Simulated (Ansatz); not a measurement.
# InSe (P-6m2): band gap by G0W0 on LDA, part 2 of 2

How far does one-shot GW move the LDA gap of InSe (P-6m2)?

Ansatz 0.2.0; LDA, then G0W0 on it, plane waves, PAW. Known limits of the many-body steps: finite bands, screening cutoff and k mesh; no spin-orbit coupling in G0W0; d shells not analysed.

So far. Step 2 (The LDA band structure): Over mesh and path the gap is 0.500 eV, direct, at k = Γ.

In doubt: masses and optical values from hybrid runs of this build are listed as unsure (in some of the runs), which bears on the screening that GW takes from such a start.

## Step 3: G0W0 on the 6×6×2 mesh

G0W0 replaces the xc potential by a self-energy built once from the orbitals of the start. Levels are corrected in the window of bands that the input names, at points of the mesh.

This step: G0W0 on LDA, plane waves, PAW; PAW set soft_1.

The input, input.yaml:

```yaml
crystal:
  lattice:
    - [4.0473293151, 0.0, 0.0]
    - [-2.0236646576, 3.5050900044, 0.0]
    - [0.0, 0.0, 18.05206491]
  atoms:
    - { symbol: In, position: [0.0, 0.0, 0.57739368] }
    - { symbol: In, position: [0.0, 0.0, 0.42260632] }
    - { symbol: In, position: [0.33333333, 0.66666667, 0.92260951] }
    - { symbol: In, position: [0.33333333, 0.66666667, 0.07739049] }
    - { symbol: Se, position: [0.66666667, 0.33333333, 0.85300007] }
    - { symbol: Se, position: [0.66666667, 0.33333333, 0.14699993] }
    - { symbol: Se, position: [0.33333333, 0.66666667, 0.64701572] }
    - { symbol: Se, position: [0.33333333, 0.66666667, 0.35298428] }
kpoints:
  mp_grid: { grid: [6, 6, 2] }
hamiltonian:
  xc: lda
  pseudopotentials: { kind: paw, azcp: { folder: soft_1 }, xc_functional: pbe }
scf:
  occupations: { method: fixed }
gw:
  n_empty_bands: 1068
  ecut_chi: 150.0
  qp_bands: [v2, c2]
  qp_kpoints: band_edges
  screening: { model: contour_deformation }
```

On the command line:

```bash
$ ansatz run input.yaml --threads 3 --pin off --max-ram 92160MiB --backend cuda --events-out ev --progress --plain --runs-dir out --devices 1 --max-vram 13GiB
```

Numbers of over 12 decimals in the logs are rounded to 6 here.

The log of the run:

```text
GPUs: using 1 of 1 available (devices: 1).
[...]
GPU FFT provider: cuFFT
GPU libraries: cuBLAS 13.8.2, cuFFT 12.4.0, cuSOLVER 12.3.4
Crystal: 8 atoms, lattice volume = 256.091 Å³
Basis set: ecut = 420 eV, 4981 PW (Γ)
Bands: 70, of which v1, the nominal top of the filled ones, is band 58 counted from 1 (57 counted from 0)
Symmetry: 12 space group operations
[...]
k-points: 14 of 72 (time reversal used)
[...]
GPU buffer pool allocated for 112500 grid points (all kernels)
[...]
SCF iter   1: F=—  HF=-43370.926060 eV  |F-HF|=—  |Δ(HF+E_count)|=         —  Δρ=4.58e-2  dr2=3.01e1  ethr=3.10e-3  ⟨swp⟩=4.9  Hψ=3320  notcnv=0  defer=129
[...]
SCF iter  10: F=-43365.497214 eV  HF=-43365.497214 eV  |F-HF|=2.68e-8  |Δ(HF+E_count)|=   3.69e-8  Δρ=2.47e-6  dr2=4.59e-8  ethr=8.62e-11  ⟨swp⟩=2.4  Hψ=2824  notcnv=0
SCF 1 converged in 10 iterations: F = -43365.497214 eV  dr2 = 4.59e-8
[...]
NSCF: frozen V_eff on 14 k-points
the band table was solved once the SCF had ended and its energy, with any forces and stress, was formed, with the checks that follow a solve (3628 applications of the Hamiltonian). They found nothing against the state; the energy, forces and stress were not computed again (output.eigenvalues in the input reference)
[...]
G₀W₀ screening: q 1/14
[... further progress lines ...]
SCF converged after 10 iterations
Free energy (F): -43365.497214 eV
[...]
Internal energy: -43365.497214 eV  (E = F + TS)
E sigma→0 (E₀):  -43365.497214 eV
Fermi energy:    5.491006 eV
[...]
--- Band table (eV; the first three rows and the last of 14) ---
  k-point 0: bands = [... 54 lower, 4.5056, 4.5555, 4.5555, 5.4910, 5.9908, 6.8453, 7.5478, 7.5955, ... 8 higher]
  k-point 1: bands = [... 54 lower, 4.5380, 4.5380, 4.8784, 4.8901, 6.5195, 6.5349, 7.5756, 7.5818, ... 8 higher]
  k-point 2: bands = [... 54 lower, 4.2199, 4.2917, 4.7796, 5.3647, 7.1797, 7.5679, 8.2338, 8.3645, ... 8 higher]
  k-point 13: bands = [... 54 lower, 3.6230, 3.7279, 3.9136, 4.0154, 7.5157, 7.5867, 7.9955, 8.0794, ... 8 higher]
--- G₀W₀: contour deformation, 8 samples at zero and on the imaginary axis and 2 off it, 72 q-points, 1068 empty bands' worth ---
  eigenvalues of the whole cell's RPA ε∞ on this k-mesh (on a slab, of 1 + 4πα/V) = 8.1122, 8.1122, 10.7971; static W/v taken at q = 0 is 0.117409
  bands read: the sum over 1126 bands ends inside a degenerate multiplet in 1 slot, whose members it reads at an even weight; the widest, k=0: bands 1126 to 1127 (counted from 1) at 1/2 each
  gw.qp_kpoints: band_edges: 11 of 14 stored k-points solved, in 1 pass; an edge of the gap read off the rows below is read off those points alone
    valence top: of the k-points left out ik 9 came nearest to being solved in a further pass, in band 58 (counted from 1, as in the quasiparticle table): it holds the edge there only if its correction is more favourable than any solved in that band by at least 0.381 eV; those differ by 0.236 eV
    conduction bottom: of the k-points left out ik 11 came nearest to being solved in a further pass, in band 59 (counted from 1, as in the quasiparticle table): it holds the edge there only if its correction is more favourable than any solved in that band by at least 1.490 eV; those differ by 0.348 eV
  `?` marks the rows in doubt; gw_qp.tsv's column doubts and the gw_qp event give each row's grounds
    ik  band        ε_KS         Σx   Σc(E_QP)       V_xc       Z   E_QP_lin       E_QP  E_QP is
     0    57      4.5555   -17.9809     1.3803   -15.9939  0.7297     4.0542     3.9488  root ?
     0    58      5.4910   -16.2662     0.7787   -14.9125  0.7386     5.0215     4.9160  root ?
     0    59      5.9908   -10.0121    -3.1914   -13.5822  0.7695     6.3874     6.3696  root ?
     0    60      6.8453   -10.8235    -3.5128   -14.7222  0.7506     7.2531     7.2312  root ?
     1    57      4.8784   -14.9649     0.8763   -13.7017  0.7332     4.4670     4.4915  root ?
     1    58      4.8901   -14.9802     0.8790   -13.7128  0.7333     4.4769     4.5017  root ?
     1    59      6.5195   -11.0065    -3.1303   -14.4606  0.7558     6.8541     6.8432  root
     1    60      6.5349   -11.0356    -3.1326   -14.4910  0.7553     6.8686     6.8576  root
     2    57      4.7796   -15.2713     1.0975   -13.5676  0.7315     4.2729     4.1733  root ?
     2    58      5.3647   -16.2882     0.8862   -14.8068  0.7382     4.8786     4.7695  root ?
     2    59      7.1797   -10.8203    -3.5412   -14.7620  0.7566     7.6045     7.5803  root ?
     2    60      7.5679   -11.2440    -3.6806   -15.4668  0.7449     8.0260     8.1100  root ?
     3    57      5.0902   -15.8693     0.9742   -14.2984  0.7356     4.5990     4.4936  root ?
     3    58      5.0934   -15.8618     0.9753   -14.2891  0.7356     4.6014     4.4960  root ?
     3    59      7.3645   -10.9763    -3.6370   -15.0193  0.7516     7.7973     7.7706  root ?
     3    60      7.3723   -10.9812    -3.6397   -15.0271  0.7515     7.8053     7.7785  root ?
     4    57      4.5938   -15.5321     1.0945   -13.8249  0.7331     4.0855     3.9810  root ?
     4    58      4.7391   -15.6565     1.0133   -14.0370  0.7362     4.2400     4.1329  root ?
     4    59      7.2132    -6.9158    -3.6106   -10.8432  0.7718     7.5395     7.5300  root
     4    60      7.3648   -10.0786    -3.6949   -14.3376  0.7571     7.8268     7.9289  root ?
     5    57      4.6725   -15.6274     1.0572   -13.9605  0.7346     4.1689     4.0629  root ?
     5    58      4.6822   -15.6601     1.0535   -13.9972  0.7348     4.1789     4.0727  root ?
     5    59      7.2784    -8.1583    -3.7060   -12.2308  0.7660     7.6614     7.6448  root
     5    60      7.3369    -8.0599    -3.7007   -12.1192  0.7653     7.7108     7.6954  root
     6    57      4.0105   -14.8891     1.2071   -13.0646  0.7293     3.4951     3.3931  root ?
     6    58      4.1443   -15.0120     1.1426   -13.2537  0.7324     3.6331     3.5286  root ?
     6    59      7.0466    -9.6361    -3.7467   -13.7953  0.7632     7.4883     7.4592  root ?
     6    60      7.1061    -7.6399    -3.4875   -11.4148  0.7665     7.4005     7.3936  root
     7    57      4.0788   -15.0093     1.1909   -13.1993  0.7306     3.5628     3.4598  root ?
     7    58      4.1247   -15.1697     1.1849   -13.3683  0.7308     3.6123     3.5082  root ?
     7    59      6.9722    -8.5841    -3.6076   -12.5525  0.7669     7.3481     7.3328  root
     7    60      7.0565    -8.7963    -3.5943   -12.7450  0.7648     7.4251     7.4108  root
     8    57      4.8037   -15.6284     1.0556   -13.9587  0.7351     4.2944     4.1895  root ?
     8    58      5.0008   -16.0872     1.0119   -14.4689  0.7360     4.5019     4.3943  root ?
     8    59      7.8858   -11.0776    -3.8418   -15.5185  0.7439     8.3765     8.4849  root ?
     8    60      7.9502   -11.1857    -3.8843   -15.6778  0.7423     8.4499     8.5580  root ?
    12    57      3.9118   -14.8523     1.0855   -13.1482  0.7377     3.3980     3.2933  root ?
    12    58      3.9474   -14.9777     1.0950   -13.2657  0.7372     3.4349     3.3304  root ?
    12    59      7.5631    -6.8981    -3.5262   -10.6758  0.7654     7.8194     7.8146  root
    12    60      7.5716    -6.9089    -3.5218   -10.6786  0.7648     7.8242     7.8196  root
    13    57      3.9136   -14.8631     1.0864   -13.1578  0.7377     3.3995     3.2947  root ?
    13    58      4.0154   -15.5454     1.2401   -13.6811  0.7317     3.4943     3.3913  root ?
    13    59      7.5157    -7.0649    -3.5381   -10.8689  0.7662     7.7872     7.7816  root
    13    60      7.5867    -6.9941    -3.5287   -10.7735  0.7643     7.8422     7.8374  root
```

The job ended after 5.3 min (1 × NVIDIA H100 80GB HBM3 (shared by 6 runs) with 3 threads of AMD EPYC 7R13 (Zen 3), shared host; peak memory 5.8 GiB).

Numbers from this step:

| Quantity | Value |
| --- | --- |
| bands summed | 1126 |
| RPA ε∞ on this mesh (eigenvalues) | 8.112, 8.112, 10.80 |
| plane waves in the screening matrix | 1027 |
| q-points in the mesh | 72 |
| G0W0 gap over the corrected points | 1.454 eV |
| k of the valence top | 0, 0, 0 |
| k of the conduction bottom | 0, 0, 0 |
| starting gap on the mesh | 0.4998 eV |
| Z at the valence top | 0.7386 |
| Z at the conduction bottom | 0.7695 |
| least direct G0W0 gap over the corrected points | 1.454 eV |

Over 11 of 14 irreducible mesh points the G0W0 gap is 1.454 eV, direct, at k = Γ. The LDA gap of this run on the mesh is 0.500 eV. The two states that bound the G0W0 gap lie that far apart at the start, so the correction of the gap is 1.454 − 0.500 = +0.954 eV. The program marks 32 of the 44 corrected levels as in doubt (energies apart, Σc rises), among them the valence top and conduction bottom.

Labels follow the order of the start: v1 is the top filled band, c1 the lowest empty one; levels that stay degenerate share a row, the window can cut a multiplet, doubted levels are not marked in this list, bands outside the window were not corrected, and the list may be a part of the corrected levels. Levels before and after the correction, in eV, zero at the valence-band top of each column:

|  | conduction bottom | valence top |
| --- | --- | --- |
| Kohn-Sham | 0.50 | 0.00 |
| G0W0 | 1.45 | 0.00 |

|  | level | occupation | energy (eV) |
| --- | --- | --- | --- |
| Kohn-Sham | Γ v2 | 2 | -0.936 |
| Kohn-Sham | Γ v1 | 2 | 0.000 |
| Kohn-Sham | Γ c1 | 0 | 0.500 |
| Kohn-Sham | Γ c2 | 0 | 1.354 |
| G0W0 | Γ v2 | 2 | -0.967 |
| G0W0 | Γ v1 | 2 | 0.000 |
| G0W0 | Γ c1 | 0 | 1.454 |
| G0W0 | Γ c2 | 0 | 2.315 |

The parts of the quasiparticle energy for the two states that bound the G0W0 gap, in eV on the run's own scale (QP = start + Σx + Σc − Vxc, with Σc at the quasiparticle energy):

| edge | k | band | start | Σx | Σc | Vxc | Z | QP |
| --- | --- | --- | --- | --- | --- | --- | --- | --- |
| valence top | Γ | 58 | 5.491 | −16.266 | 0.779 | −14.912 | 0.739 | 4.916 |
| conduction bottom | Γ | 59 | 5.991 | −10.012 | −3.191 | −13.582 | 0.769 | 6.370 |

## Step 4: Spin-orbit coupling in LDA

This run has two-component orbitals with spin-orbit coupling.

This step: DFT, LDA with spin-orbit coupling, plane waves, PAW; PAW set soft_1.

Changes to input.yaml since step 3:

```diff
@@ -16,12 +16,27 @@
   mp_grid: { grid: [6, 6, 2] }
+  band_path:
+    path:
+      - [0.0, 0.0, 0.0]
+      - [0.5, 0.0, 0.0]
+      - [0.33333333, 0.33333333, 0.0]
+      - [0.0, 0.0, 0.5]
+      - [0.5, 0.0, 0.5]
+      - [0.33333333, 0.33333333, 0.5]
+    npoints: 1
 hamiltonian:
   xc: lda
-  pseudopotentials: { kind: paw, azcp: { folder: soft_1 }, xc_functional: pbe }
+  pseudopotentials: { kind: paw_fr, azcp: { folder: soft_1 }, xc_functional: pbe }
 scf:
-  occupations: { method: fixed }
-gw:
-  n_empty_bands: 1068
-  ecut_chi: 150.0
-  qp_bands: [v2, c2]
-  qp_kpoints: band_edges
-  screening: { model: contour_deformation }
+  occupations: { method: fermi_dirac, width: 0.02 }
+  n_extra_bands: 12
+magnetization:
+  noncollinear: true
+  spin_orbit: true
+output:
+  eigenvalues: true
+  forces: true
+  stress: true
+  write_density: true
+  write_potential: true
+  elf: true
+  volumetric_format: npy
```

The log of the run:

```text
[...]
GPUs: using 1 of 1 available (devices: 1).
[...]
non-collinear run that drives no moment, with spin-orbit: no starting moment large enough to seed its density (crystal.atoms[].spin), no starting occupations that ask for one, no magnetisation constraint and no magnetic field, so the semilocal B_xc is pinned to zero
[...]
GPU FFT provider: cuFFT
GPU libraries: cuBLAS 13.8.2, cuFFT 12.4.0, cuSOLVER 12.3.4
Crystal: 8 atoms, lattice volume = 256.091 Å³
Basis set: ecut = 420 eV, 4981 PW (Γ)
Bands: 128, of which v1, the nominal top of the filled ones, is band 116 counted from 1 (115 counted from 0)
Symmetry: 12 space group operations + 12 with time reversal
[...]
k-points: 14 of 72 (time reversal used)
Projection manifold: j_resolved (fully-relativistic pseudo-atomic orbitals)
[...]
GPU buffer pool allocated for 112500 grid points (all kernels)
[...]
SCF iter   1: F=—  HF=-43378.959345 eV  |F-HF|=—  |Δ(HF+E_count)|=         —  Δρ=4.59e-2  dr2=3.03e1  dr2_m=0.00e0 (ungated)  ethr=3.10e-3  |M|=0.00e0 ∫|m|=0.00e0 μB  |m|>n=0.0e0 m-floor=0.0e0 τ_xc=0.0e0  β_m=0.30  ⟨swp⟩=7.6  Hψ=8998  notcnv=0
[...]
spin=Noncollinear: Resta preconditioning applied to the charge; magnetization (m_x, m_y, m_z) channels mix plain (no charge-response kernel on spin).
[...]
site 3: m = (+0.0000, +0.0000, +0.0000) μB, |m| = 0.0000 μB  (R = 1.09 Å)
  site 4: m = (+0.0000, +0.0000, +0.0000) μB, |m| = 0.0000 μB  (R = 1.09 Å)
  site 5: m = (+0.0000, +0.0000, +0.0000) μB, |m| = 0.0000 μB  (R = 1.09 Å)
  site 6: m = (+0.0000, +0.0000, +0.0000) μB, |m| = 0.0000 μB  (R = 1.09 Å)
  site 7: m = (+0.0000, +0.0000, +0.0000) μB, |m| = 0.0000 μB  (R = 1.09 Å)
Free energy (F): -43373.476426 eV
[...]
Internal energy: -43373.476426 eV  (E = F + TS)
E sigma→0 (E₀):  -43373.476426 eV
Entropy (-TS):   -0.000000 eV (-0.000 meV/atom)
Fermi energy:    5.759480 eV
[...]
--- Forces (eV/Å), atoms counted from 1 ---
  atom   1  In    -0.00000000    -0.00000000    -0.01672891
  atom   2  In    -0.00000000     0.00000000     0.01672891
  atom   3  In    -0.00000000     0.00000000     0.01664521
  atom   4  In    -0.00000000     0.00000000    -0.01664521
  atom   5  Se     0.00000000    -0.00000000     0.15959772
  atom   6  Se    -0.00000000    -0.00000000    -0.15959772
  atom   7  Se     0.00000000     0.00000000    -0.15910614
  atom   8  Se     0.00000000     0.00000000     0.15910614
  max |Σ_I F_I| component: 5.61e-17 eV/Å
--- Stress (GPa, compression-positive) ---
       -2.343173       0.000000       0.000000
        0.000000      -2.343173       0.000000
        0.000000       0.000000      -2.184158
  P = ⅓ Tr σ = -2.2902 GPa (-22.902 kbar)
--- Band table (eV; the first three rows and the last of 14) ---
  k-point 0: bands = [... 112 lower, 4.6997, 4.6997, 5.5247, 5.5247, 5.9942, 5.9942, 6.8468, 6.8468, ... 8 higher]
  k-point 1: bands = [... 112 lower, 4.9314, 4.9314, 4.9424, 4.9424, 6.5236, 6.5236, 6.5391, 6.5391, ... 8 higher]
  k-point 2: bands = [... 112 lower, 4.8032, 4.8032, 5.3762, 5.3762, 7.1846, 7.1846, 7.5686, 7.5686, ... 8 higher]
  k-point 13: bands = [... 112 lower, 3.8603, 3.9593, 3.9808, 4.0458, 7.4973, 7.5327, 7.5768, 7.5968, ... 8 higher]
[key lines of the parts left out:]
SCF converged after 10 iterations
Magnetization: |M| = 0.0000 μB,  M = (+0.0000, +0.0000, +0.0000) μB
```

Elapsed: 14 s, on 1 × NVIDIA H100 80GB HBM3 (shared by 6 runs) with 3 threads; peak memory 1.4 GiB.

Numbers from this step:

- pressure: -2.290 GPa
- gap: 0.4695 eV
- valence top at: Γ
- conduction bottom at: Γ
- least direct gap: 0.4695 eV

Over mesh and listed points the gap is 0.469 eV, direct, at k = Γ. LDA+SOC against LDA: 0.469 − 0.500 = −0.031 eV, with the same mesh, set of files (read in its fully relativistic form for the spin-orbit run) and cutoff, and both edges at the same k points. The spin-orbit run sees mesh and listed points alone, so its gap is an upper bound: the coupling can move an edge off these points, the more so as this crystal has no centre of inversion, and the change over the zone, its sign included where it is small, is not known.

## Step 5: The runs together

Each gap is the least one over the points named; times are wall times on shared hosts, not benchmarks. A G0W0 time includes the run's own self-consistent start. Runs with listed points see these and the mesh alone, so an edge that moves elsewhere is missed. Rows marked * are further runs, not shown as steps, whose inputs differ from the G0W0 step on the same start in the columns given; solver thresholds can differ too. Rows marked ? have an edge level that the program doubts.

| level | mesh | files, cutoff | bands summed, screening | points | gap (eV) | valence top | conduction bottom | least direct gap (eV) | time |
| --- | --- | --- | --- | --- | --- | --- | --- | --- | --- |
| LDA | 6×6×2 | soft_1 PAW, 420 eV | - | mesh and path | 0.500 | Γ | Γ | 0.500 | 13 s |
| LDA+SOC | 6×6×2 | soft_1 PAW, 420 eV | - | mesh and listed points | 0.469 | Γ | Γ | 0.469 | 14 s |
| G0W0@LDA* | 6×6×2 | soft_1 PAW, 420 eV | 233, 45 eV | 11 of 14 irreducible mesh points | 1.307 | Γ | Γ | 1.307 | 26 s |
| G0W0@LDA*? | 6×6×2 | soft_1 PAW, 420 eV | 554, 90 eV | 11 of 14 irreducible mesh points | 1.449 | Γ | Γ | 1.449 | 76 s |
| G0W0@LDA? | 6×6×2 | soft_1 PAW, 420 eV | 1126, 150 eV | 11 of 14 irreducible mesh points | 1.454 | Γ | Γ | 1.454 | 5.3 min |
| G0W0@LDA*? | 6×6×1 | soft_1 PAW, 420 eV | 554, 90 eV | 6 of 7 irreducible mesh points | 1.187 | Γ | Γ | 1.187 | 21 s |
| G0W0@LDA* | 6×6×2 | soft_1 PAW, 420 eV | 554, 90 eV, plasmon pole | 11 of 14 irreducible mesh points | 1.413 | Γ | Γ | 1.413 | 95 s |

## Step 6: Outcome

```
LDA gap over mesh and path                         : 0.500 eV, direct, at k = Γ
G0W0@LDA gap over 11 of 14 irreducible mesh points : 1.454 eV, direct, at k = Γ
LDA+SOC gap over mesh and listed points            : 0.469 eV
GW settings                                        : 6×6×2 mesh, 1068 empty bands, screening to 150 eV, PAW set soft_1 files
known limits                                       : finite bands, screening cutoff and k mesh; no spin-orbit coupling in G0W0; d shells not analysed
```

**Reading.** Over 11 of 14 irreducible mesh points the G0W0 gap is 1.454 eV, direct, at k = Γ. The LDA gap of this run on the mesh is 0.500 eV. The two states that bound the G0W0 gap lie that far apart at the start, so the correction of the gap is 1.454 − 0.500 = +0.954 eV. The valence state moves by 4.916 − 5.491 = −0.575 eV and the conduction state by 6.370 − 5.991 = +0.379 eV, on the run's own scale; with 233 bands the edge states move by +0.100 and +0.907 eV, so the split between the edges depends on the bands and cutoff. Both edges that LDA shows over mesh and path lie at k points where levels were corrected. Levels at other points were not corrected, so a lower G0W0 gap elsewhere in the zone is not ruled out. From 233 bands and 45 eV to 1126 bands and 150 eV the gap moves by 1.454 − 1.307 = +0.147 eV (rung by rung 1.307, 1.449, 1.454 eV); bands and screening cutoff rise together, so their parts are not told apart. An edge row is in doubt in the runs with 554 and 1126 bands, so no limit is drawn and it is not known. With the 6×6×1 mesh in place of the 6×6×2 mesh and all else as in the G0W0@LDA row with 554 bands, the gap differs by 1.187 − 1.449 = −0.262 eV, and that of the start by 0.498 − 0.500 = −0.002 eV. The program doubts an edge level of G0W0@LDA with 554 bands (6×6×1, soft_1 PAW). The program doubts an edge level of G0W0@LDA with 554 bands (6×6×2, soft_1 PAW). With the plasmon pole model in place of the contour deformation model and all else as in the G0W0@LDA row with 554 bands, the gap differs by 1.413 − 1.449 = −0.036 eV. The program doubts an edge level of G0W0@LDA with 554 bands (6×6×2, soft_1 PAW). G0W0 on other starts in this series, not shown as steps and not all at these settings: 1.906 eV on HSE06 (6×6×2, soft_1 PAW, 554 bands, 90 eV) and 2.076 eV on PBE0 (6×6×2, soft_1 PAW, 554 bands, 90 eV). LDA+SOC against LDA: 0.469 − 0.500 = −0.031 eV, with the same mesh, set of files (read in its fully relativistic form for the spin-orbit run) and cutoff, and both edges at the same k points. The spin-orbit run sees mesh and listed points alone, so its gap is an upper bound: the coupling can move an edge off these points, the more so as this crystal has no centre of inversion, and the change over the zone, its sign included where it is small, is not known. What spin-orbit coupling does to the G0W0 levels was not computed, so no sum with the G0W0 gap is formed. For the G0W0 step: the program marks 32 of the 44 corrected levels as in doubt (energies apart, Σc rises), among them the valence top and conduction bottom. The G0W0 runs are scalar-relativistic. One-shot GW is known to converge slowly in bands for compounds with shallow d shells. The cell holds In; the filling of the d shell and its place against the gap were not analysed here. G0W0@LDA runs of this series with other atomic data on the same mesh, not shown as steps, give 1.440 eV (hard PAW, 710 eV, 570 bands, screening to 90 eV; the table's row with the same empty bands and screening cutoff has 1.449 eV); where bands and cutoffs differ too, the part of the files is not isolated.

[Paths, hosts, dates, memory and timing lines, banners, echoed tables and standing remarks are left out of the program output.]

[Logs are printed without paths, hosts, clocks, repeated set-up lines and the standing remarks that a program may print on its own settings, such as how far it seeks lower states.]

[Runs of the session that timed out or met a known fault of the program may be left out.]

[Cells called generated may have been cut or substituted from an entry of the Crystallography Open Database or the Materials Project.]

[Hosts, paths, dates, database ids (printed as entryN), source tags and the programs' standing remarks are cut or masked in the printed files.]

[Where an RPA ε∞ is given, it is that of the G0W0 mesh and is not shown converged in it. Names of k-points follow the symmetry that the program found, which can be lower than the space group named. Band edges on a path are those of the sampled points; other points can move an edge, and change direct to indirect where valleys lie close.]

[Hybrid gaps are those of their k-mesh and are not shown converged in it.]
